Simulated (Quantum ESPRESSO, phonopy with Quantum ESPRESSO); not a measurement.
# Be2Al (hypothetical, Fm-3m): phonons against volume, part 5 of 6

Wanted: mode Grüneisen parameters of Be2Al (hypothetical) and a free-energy fit over volumes. The crystal structure is hypothetical: it was made by swapping elements on a known structure type.

Quantum ESPRESSO 7.5; DFT PBEsol, scalar-relativistic, plane waves, GBRV ultrasoft pseudopotentials.

So far. Step 3 (Relaxation): After the last step pw.x solved the final cell once more on a basis chosen for it, which moves the energy without moving the atoms. Step 4 (Ground state at this cell): On a basis chosen for the relaxed cell the pressure is 0.13 GPa, small enough for phonons.

**7. Lattice dynamics at this volume, V/V0 1**

This step: DFT PBEsol, scalar-relativistic, plane waves, GBRV ultrasoft pseudopotentials (phonopy with Quantum ESPRESSO 4.10.0 / 7.5).

Run time: 3.8 min. Hardware: 8 threads of Arm Neoverse V2, shared host; 27 min of CPU time.

Numbers from this step:

```yaml
point_group: m-3m
highest_frequency: 486.4 cm⁻¹
lowest_frequency_on_the_path: -181.9 cm⁻¹
```

Phonopy, no LO-TO term. The phonon branches at the labelled points (cm⁻¹):

```csv
point,branch 1,branch 2,branch 3,branch 4,branch 5,branch 6,branch 7,branch 8,branch 9
Γ,0,0,0,270,270,270,483,483,483
halfway,-134,-134,144,346,346,384,424,477,477
X,-169,-169,274,294,401,401,456,456,466
halfway,-168,-154,272,278,398,420,455,456,462
U,-164,-114,230,296,388,444,452,457,458
jump to K,-164,-114,230,296,388,444,452,457,458
halfway,-112,-12,60,322,364,386,432,470,485
Γ,0,0,0,270,270,270,483,483,483
halfway,-93,-93,115,310,310,381,456,477,477
L,-113,-113,210,336,336,402,468,472,472
halfway,-154,-11,163,347,374,397,458,465,475
W,-182,142,142,285,436,439,443,443,460
halfway,-176,-122,249,279,413,420,453,458,458
X,-169,-169,274,294,401,401,456,456,466
```

The phonon branches as a text plot (rows in cm⁻¹):

```
    472 |****************  ********************************** ***
    445 |    *    ************  ***         ****      ***********
    417 |     ****    ***   ****             ****      ***  *****
    389 |     **************    *           *    *******        *
    361 |       ***         *******        *        ***
    333 |    ***   **      *  *******        ******** **
    305 |  **        *    *      ****    ****           *
    278 |**          *****         ********              ********
    250 |          **   **                                   *
    222 |         *       *                      *
    194 |                  *                   ** ***       *
    166 |       **          **               **      ***   *
    138 |     **                                        ***
    110 |    *                **            *           *  *
     83 |  **                              *           *
     55 |                       *
     27 | *                              **                 *
     -1 |*                      *********             *
    -29 |                     **     *  *
    -57 | *                 **   *****   **
    -84 |  **              *     **        **       **
   -112 |    *           **     *            *******         *
   -140 |     ****     **   ****                    ***       *
   -168 |         **********                           **********
         Γ           X  U|K            Γ         L        W     X
```

The modes has structure finer than the step of the table below, so its rows give means over 25 cm⁻¹, whole bins alone (the curve runs from -191 to 511 cm⁻¹). Peaks (cm⁻¹: height): Al -164.6: 0.00929, 175.4: 0.00733, 466.8: 0.0308; Be -164.6: 0.00976, 369.7: 0.0272, 396.2: 0.0297, 471.3: 0.0461.

Phonopy on the run's constants, 17x17x17 mesh, Gaussian sigma 5.0 cm⁻¹. The modes by wavenumber; means over each step; values in 1/cm⁻¹/cell:

```csv
wavenumber (cm⁻¹),Al,Be
-175,0.00523,0.00556
-150,0.00839,0.00844
-125,0.00714,0.00659
-100,0.00697,0.00603
-75,0.00632,0.00533
-50,0.00285,0.00245
-25,0.00132,0.00114
0,1.8e-4,1.6e-4
25,6.2e-4,5.5e-4
50,0.00163,0.00138
75,0.00209,0.00172
100,0.00231,0.00190
125,0.00309,0.00241
150,0.00509,0.00360
175,0.00629,0.00404
200,0.00316,0.00193
225,0.00136,9.0e-4
250,7.5e-4,5.7e-4
275,3.2e-4,0.00240
300,7.9e-4,0.00852
325,0.00121,0.0152
350,0.00166,0.0241
375,0.00175,0.0236
400,0.00317,0.0243
425,0.00544,0.0191
450,0.0145,0.0276
475,0.0252,0.0384
```

No LO-TO term. The modes at Γ (shares of kinetic energy by element, %):

```csv
mode,frequency (cm⁻¹),symmetry,Be %,Al %
1,0.0,T1u,40,60
2,0.0,T1u,40,60
3,0.0,T1u,40,60
4,270.2,T2g,100,0
5,270.2,T2g,100,0
6,270.2,T2g,100,0
7,483.2,T1u,60,40
8,483.2,T1u,60,40
9,483.2,T1u,60,40
```

Displacements in mode 6 (270.2 cm⁻¹), the largest set to 1:
```
Be1  1.00  0.02 -0.10
Be2 -1.00 -0.02  0.10
Al3  0.00  0.00  0.00
```

Displacements in mode 7 (483.2 cm⁻¹), the largest set to 1:
```
Be1 -1.00  0.00  0.00
Be2 -1.00  0.00  0.00
Al3  0.67  0.00  0.00
```

The lowest frequency on the path is -182 cm⁻¹, so the cell is unstable here and gives no valid free energy.

The time given is that of the 2 pw.x runs on displaced cells behind this step.

**8. Self-consistent run, V/V0 1.015**

A tight ground state at this cell gives the energy of this member; its pressure is the stress at this cutoff, which can carry an offset from the finite basis.

This step: DFT PBEsol, scalar-relativistic, plane waves, GBRV ultrasoft pseudopotentials (Quantum ESPRESSO 7.5).

System of this step: Be2Al (hypothetical). Symmetry: Fm-3m, No. 225, cubic system. The conventional cell has a = 5.472 Å, b = 5.472 Å, c = 5.472 Å, α = 90.00°, β = 90.00°, γ = 90.00°. Nearest to Be lie 4 Al at 2.37 Å. Al has 8 Be at 2.37 Å nearest. Farther neighbours are not listed.

scf.in reads:

```
&CONTROL
  calculation = 'scf'
  prefix      = 'x'
  outdir      = './tmp'
  pseudo_dir  = './pseudo'
  tprnfor     = .true.
  tstress     = .true.
/
&SYSTEM
  ibrav       = 0
  nat         = 3
  ntyp        = 2
  ecutwfc     = 45.0
  ecutrho     = 270.0
  occupations = 'smearing'
  smearing    = 'mv'
  degauss     = 0.02
/
&ELECTRONS
  conv_thr         = 1.0d-12
  mixing_beta      = 0.7
  electron_maxstep = 100
/
ATOMIC_SPECIES
 Be      9.0122  Be.upf
 Al     26.9815  Al.upf
CELL_PARAMETERS angstrom
     0.000000000    2.736002643    2.736002643
     2.736002643    0.000000000    2.736002643
     2.736002643    2.736002643    0.000000000
ATOMIC_POSITIONS crystal
 Be     0.250000000   0.250000000   0.250000000
 Be     0.750000000   0.750000000   0.750000000
 Al     0.000000000   0.000000000   0.000000000
K_POINTS automatic
 12 12 12 0 0 0
```

Run with:

```
> OMP_NUM_THREADS=1 mpirun -n 8 pw.x -nk 8 -in scf.in > scf.out
```

The log of the run:

```text
[banner, memory and clock lines left out]
Program PWSCF v.7.5

     Message from routine setup:
     using ibrav=0 with symmetry is DISCOURAGED, use correct ibrav instead

     G-vector sticks info

     bravais-lattice index     =            0
     lattice parameter (alat)  =       7.3119  a.u.
     unit-cell volume          =     276.4242 (a.u.)^3
     number of atoms/cell      =            3
     number of atomic types    =            2
[...]
Total force =     0.000000     Total SCF correction =     0.000000

     Computing stress (Cartesian axis) and pressure

          total   stress  (Ry/bohr**3)                   (kbar)     P=      -10.13
  -0.00006883  -0.00000000  -0.00000000          -10.13       -0.00       -0.00
  -0.00000000  -0.00006883  -0.00000000           -0.00      -10.13       -0.00
  -0.00000000  -0.00000000  -0.00006883           -0.00       -0.00      -10.13

     XML data file, charge density, pseudopotentials, collected wavefunctions
[key lines of the parts left out:]
!    total energy              =     -62.73301570 Ry
the Fermi energy is     5.2310 ev
convergence has been achieved in   9 iterations
```

The job ended after 2.9 s (8 MPI ranks; 22 s of CPU time).

The run ends at a pressure of -1.01 GPa.

**9. A displaced supercell**

One atom (for the harmonic constants) or a pair of atoms (for the cubic ones) is moved by a few hundredths of an ångström; the forces on all atoms give a column of force constants. The threshold is tight because the forces are small.

System of this step: Be2Al (hypothetical). It takes space group Cm (No. 8, monoclinic). The conventional cell has a = 13.404 Å, b = 7.739 Å, c = 7.739 Å, α = 90.00°, β = 125.26°, γ = 90.00°. Nearest to Be lie 4 Al at 2.35 to 2.39 Å. Be has 4 Al at 2.37 Å nearest. Nearest to Be lie 4 Al at 2.37 Å. Be has 4 Al at 2.37 Å nearest. Farther neighbours are not listed.

disp-00001.in reads:

```
&CONTROL
  calculation = 'scf'
  prefix      = 'x'
  outdir      = './tmp'
  pseudo_dir  = './pseudo'
  tprnfor     = .true.
  disk_io     = 'none'
/
&SYSTEM
  ibrav       = 0
  nat         = 24
  ntyp        = 2
  ecutwfc     = 45.0
  ecutrho     = 270.0
  occupations = 'smearing'
  smearing    = 'mv'
  degauss     = 0.02
/
&ELECTRONS
  conv_thr         = 1.0d-11
  mixing_beta      = 0.7
  electron_maxstep = 100
/
ATOMIC_SPECIES
 Be      9.0122  Be.upf
 Al     26.9815  Al.upf
CELL_PARAMETERS angstrom
     0.000000000    5.472005287    5.472005287
     5.472005287    0.000000000    5.472005287
     5.472005287    5.472005287    0.000000000
ATOMIC_POSITIONS crystal
 Be     0.127584452   0.125000000   0.125000000
 Be     0.625000000   0.125000000   0.125000000
 Be     0.125000000   0.625000000   0.125000000
 Be     0.625000000   0.625000000   0.125000000
 Be     0.125000000   0.125000000   0.625000000
 Be     0.625000000   0.125000000   0.625000000
 Be     0.125000000   0.625000000   0.625000000
 Be     0.625000000   0.625000000   0.625000000
 Be     0.375000000   0.375000000   0.375000000
 Be     0.875000000   0.375000000   0.375000000
 Be     0.375000000   0.875000000   0.375000000
 Be     0.875000000   0.875000000   0.375000000
 Be     0.375000000   0.375000000   0.875000000
 Be     0.875000000   0.375000000   0.875000000
 Be     0.375000000   0.875000000   0.875000000
 Be     0.875000000   0.875000000   0.875000000
 Al     0.000000000   0.000000000   0.000000000
 Al     0.500000000   0.000000000   0.000000000
 Al     0.000000000   0.500000000   0.000000000
 Al     0.500000000   0.500000000   0.000000000
 Al     0.000000000   0.000000000   0.500000000
 Al     0.500000000   0.000000000   0.500000000
 Al     0.000000000   0.500000000   0.500000000
 Al     0.500000000   0.500000000   0.500000000
K_POINTS automatic
 5 5 5 0 0 0
```

Run with:

```
> OMP_NUM_THREADS=1 mpirun -n 4 pw.x -nk 4 -in disp-00001.in > disp-00001.out
```

The log of the run:

```text
[banner, memory and clock lines left out]
Program PWSCF v.7.5

     Message from routine setup:
     using ibrav=0 with symmetry is DISCOURAGED, use correct ibrav instead

     G-vector sticks info

     bravais-lattice index     =            0
     lattice parameter (alat)  =      14.6238  a.u.
     unit-cell volume          =    2211.3940 (a.u.)^3
     number of atoms/cell      =           24
     number of atomic types    =            2
[...]
atom    2 type  1   force =     0.00000330    0.00024594    0.00024594
     atom    3 type  1   force =     0.00015682   -0.00001222    0.00008764
[...]
atom   23 type  2   force =     0.00006389   -0.00000694   -0.00000694
     atom   24 type  2   force =    -0.00006404   -0.00000713   -0.00000713

     Total force =     0.004550     Total SCF correction =     0.000005
     Message from routine punch:
     Nothing written, as per user request (disk_io='none')
[key lines of the parts left out:]
!    total energy              =    -501.86284060 Ry
the Fermi energy is     5.2037 ev
convergence has been achieved in  13 iterations
```

It took 3.7 min on 4 MPI ranks.

**10. Lattice dynamics at this volume, V/V0 1.015**

This step: DFT PBEsol, scalar-relativistic, plane waves, GBRV ultrasoft pseudopotentials (phonopy with Quantum ESPRESSO 4.10.0 / 7.5).

The job ended after 3.7 min (8 threads; 26 min of CPU time).

Phonopy, no LO-TO term. The phonon branches at the labelled points (cm⁻¹):

```csv
point,branch 1,branch 2,branch 3,branch 4,branch 5,branch 6,branch 7,branch 8,branch 9
Γ,0,0,0,258,258,258,474,474,474
halfway,-133,-133,140,336,336,375,414,467,467
X,-167,-167,262,289,393,393,445,445,458
halfway,-166,-152,267,268,390,412,444,445,454
U,-162,-113,227,286,380,436,441,446,450
jump to K,-162,-113,227,286,380,436,441,446,450
halfway,-110,-30,61,312,355,377,422,460,475
Γ,0,0,0,258,258,258,474,474,474
halfway,-92,-92,112,300,300,372,446,467,467
L,-111,-111,209,327,327,394,458,462,462
halfway,-152,-19,162,338,366,389,448,454,465
W,-180,140,140,274,428,431,433,433,448
halfway,-174,-120,246,269,405,412,442,446,450
X,-167,-167,262,289,393,393,445,445,458
```

The phonon branches as a text plot (rows in cm⁻¹):

```
    463 |************************************************    ****
    435 |    *    **********    ***         ****      ***********
    408 |     ****    ***   ****             ****      ***  *****
    381 |     **************    *           *    *******        *
    353 |       ***         *******                 ***
    326 |    ***   **         ** **        *   ****** **
    299 |  ***       *    **    *****    ******         *       *
    271 |**          *****         ********              ********
    244 |          **    *                                   *
    217 |         *       *                      *
    189 |                  *                   ** ***       *
    162 |       **          **               **      ***   *
    135 |     **                                        ***
    107 |    *                **            *           *  *
     80 |  **                              *           *
     53 |                       *
     25 | *                              **                 *
     -2 |*                           ***
    -29 |                     ********  *             *
    -57 | *                 **   *****   **
    -84 |  **              *     **        **       **
   -111 |    *           **     *            ********        *
   -139 |     ****     **   ****                     **       *
   -166 |         **********                           **********
         Γ           X  U|K            Γ         L        W     X
```

The lowest frequency on the path is -180 cm⁻¹, so the cell is unstable here and gives no valid free energy. The highest zone-centre mode (no LO–TO term) moved by -2.0 % for a volume change of +1.5 %.

The time given is that of the 2 pw.x runs on displaced cells behind this step.

**11. Ground state at this cell, V/V0 0.985**

A tight ground state at this cell gives the energy of this member; its pressure is the stress at this cutoff, which can carry an offset from the finite basis.

This step: DFT PBEsol, scalar-relativistic, plane waves, GBRV ultrasoft pseudopotentials (Quantum ESPRESSO 7.5).

System of this step: Be2Al (hypothetical). Symmetry: Fm-3m, No. 225, cubic system. The conventional cell has a = 5.418 Å, b = 5.418 Å, c = 5.418 Å, α = 90.00°, β = 90.00°, γ = 90.00°. Nearest to Be lie 4 Al at 2.35 Å. Al has 8 Be at 2.35 Å nearest. Farther neighbours are not listed.

scf.in, as its differences from that of step 8:

```diff
@@ -27,5 +27,5 @@
 CELL_PARAMETERS angstrom
-     0.000000000    2.736002643    2.736002643
-     2.736002643    0.000000000    2.736002643
-     2.736002643    2.736002643    0.000000000
+     0.000000000    2.708776930    2.708776930
+     2.708776930    0.000000000    2.708776930
+     2.708776930    2.708776930    0.000000000
 ATOMIC_POSITIONS crystal
```

Run with:

```
> OMP_NUM_THREADS=1 mpirun -n 8 pw.x -nk 8 -in scf.in > scf.out
```

The log of the run:

```text
[banner, memory and clock lines left out]
Program PWSCF v.7.5

     Message from routine setup:
     using ibrav=0 with symmetry is DISCOURAGED, use correct ibrav instead

     G-vector sticks info

     bravais-lattice index     =            0
     lattice parameter (alat)  =       7.2391  a.u.
     unit-cell volume          =     268.2541 (a.u.)^3
     number of atoms/cell      =            3
     number of atomic types    =            2
[...]
Total force =     0.000000     Total SCF correction =     0.000000

     Computing stress (Cartesian axis) and pressure

          total   stress  (Ry/bohr**3)                   (kbar)     P=       13.46
   0.00009148  -0.00000000   0.00000000           13.46       -0.00        0.00
  -0.00000000   0.00009148  -0.00000000           -0.00       13.46       -0.00
   0.00000000  -0.00000000   0.00009148            0.00       -0.00       13.46

     XML data file, charge density, pseudopotentials, collected wavefunctions
[key lines of the parts left out:]
!    total energy              =     -62.73292028 Ry
the Fermi energy is     5.4684 ev
convergence has been achieved in   9 iterations
```

Run time: 2.9 s. Hardware: 8 MPI ranks.

The run ends at a pressure of 1.35 GPa.

**12. Forces on a displaced cell**

One atom (for the harmonic constants) or a pair of atoms (for the cubic ones) is moved by a few hundredths of an ångström; the forces on all atoms give a column of force constants. The threshold is tight because the forces are small.

System of this step: Be2Al (hypothetical). It takes space group Cm (No. 8, monoclinic). Conventional cell: a = 13.270 Å, b = 7.662 Å, c = 7.662 Å, α = 90.00°, β = 125.26°, γ = 90.00°. Nearest to Be lie 4 Al at 2.33 to 2.36 Å. Be has 4 Al at 2.35 Å nearest. Nearest to Be lie 4 Al at 2.35 Å. Nearest to Be lie 4 Al at 2.35 Å. Farther neighbours are not listed.

disp-00001.in, as its differences from that of step 9:

```diff
@@ -27,7 +27,7 @@
 CELL_PARAMETERS angstrom
-     0.000000000    5.472005287    5.472005287
-     5.472005287    0.000000000    5.472005287
-     5.472005287    5.472005287    0.000000000
+     0.000000000    5.417553861    5.417553861
+     5.417553861    0.000000000    5.417553861
+     5.417553861    5.417553861    0.000000000
 ATOMIC_POSITIONS crystal
- Be     0.127584452   0.125000000   0.125000000
+ Be     0.127610428   0.125000000   0.125000000
  Be     0.625000000   0.125000000   0.125000000
```

Run with:

```
> OMP_NUM_THREADS=1 mpirun -n 4 pw.x -nk 4 -in disp-00001.in > disp-00001.out
```

The log of the run:

```text
[banner, memory and clock lines left out]
Program PWSCF v.7.5

     Message from routine setup:
     using ibrav=0 with symmetry is DISCOURAGED, use correct ibrav instead

     G-vector sticks info

     bravais-lattice index     =            0
     lattice parameter (alat)  =      14.4783  a.u.
     unit-cell volume          =    2146.0326 (a.u.)^3
     number of atoms/cell      =           24
     number of atomic types    =            2
[...]
atom    2 type  1   force =    -0.00000114    0.00025928    0.00025928
     atom    3 type  1   force =     0.00016735   -0.00001825    0.00009578
[...]
atom   23 type  2   force =     0.00006800   -0.00000575   -0.00000575
     atom   24 type  2   force =    -0.00006716   -0.00000600   -0.00000600

     Total force =     0.004988     Total SCF correction =     0.000005
     Message from routine punch:
     Nothing written, as per user request (disk_io='none')
[key lines of the parts left out:]
!    total energy              =    -501.86219347 Ry
the Fermi energy is     5.4413 ev
convergence has been achieved in  13 iterations
```

The job ended after 3.6 min (4 MPI ranks).

**13. Lattice dynamics at this volume, V/V0 0.985**

This step: DFT PBEsol, scalar-relativistic, plane waves, GBRV ultrasoft pseudopotentials (phonopy with Quantum ESPRESSO 4.10.0 / 7.5).

Wall time 3.6 min (8 threads); 25 min of CPU time.

Phonopy, no LO-TO term. Phonon branches along the path, in cm⁻¹:

```csv
point,branch 1,branch 2,branch 3,branch 4,branch 5,branch 6,branch 7,branch 8,branch 9
Γ,0,0,0,283,283,283,493,493,493
halfway,-132,-132,148,355,355,394,432,488,488
X,-171,-171,280,299,410,410,467,467,474
halfway,-170,-156,276,286,406,429,467,468,470
U,-166,-118,233,306,396,453,463,468,468
jump to K,-166,-118,233,306,396,453,463,468,468
halfway,-114,36,67,332,373,395,443,480,497
Γ,0,0,0,283,283,283,493,493,493
halfway,-93,-93,123,320,320,390,467,487,487
L,-114,-114,212,345,345,417,478,483,483
halfway,-156,15,165,359,383,406,468,475,486
W,-186,144,144,295,445,447,453,453,470
halfway,-179,-123,253,288,421,430,465,467,469
X,-171,-171,280,299,410,410,467,467,474
```

The phonon branches as a text plot (rows in cm⁻¹):

```
    484 |***************   ********************************** ***
    456 |    *    ************  ***         ****      ***********
    427 |     ****    ***   ****             *****     *** *****
    398 |     *************     *           *     ******        *
    370 |    *  ***        ********        *        ***
    341 |    ***   **      *  *******        ********  *
    313 |  **            **      ****    ****           **
    284 |**          ****          ********               *******
    256 |          **   **                                   *
    227 |         *       *
    199 |                  *                   ******       *
    170 |       **          **               **      **    *
    142 |     **                                       ****
    113 |    *                **            *           *  *
     85 |  **                              *           *
     56 |                       *        **
     28 | *                     ******                *     *
     -1 |*                    **      ***
    -29 |                        **  *  *
    -58 | *                 **     **    **
    -86 |  **              *     **        **       **
   -115 |    *           **     *            ********        *
   -144 |     ****     **   ****                     **       *
   -172 |         **********                           **********
         Γ           X  U|K            Γ         L        W     X
```

The lowest frequency on the path is -186 cm⁻¹, so the cell is unstable here and gives no valid free energy. The highest zone-centre mode (no LO–TO term) moved by +2.0 % for a volume change of -1.5 %.

The time given is that of the 2 pw.x runs on displaced cells behind this step.

(Part 5 of 6 ends here.)

[Logs are printed without paths, hosts, clocks, repeated set-up lines and the standing remarks that a program may print on its own settings, such as how far it seeks lower states.]

[Hosts, paths, dates, database ids (printed as entryN), source tags and the programs' standing remarks are cut or masked in the printed files.]

[A step with changed settings may run another functional than the one named; its input shows which.]

[Of the runs on displaced cells, only some may be shown.]
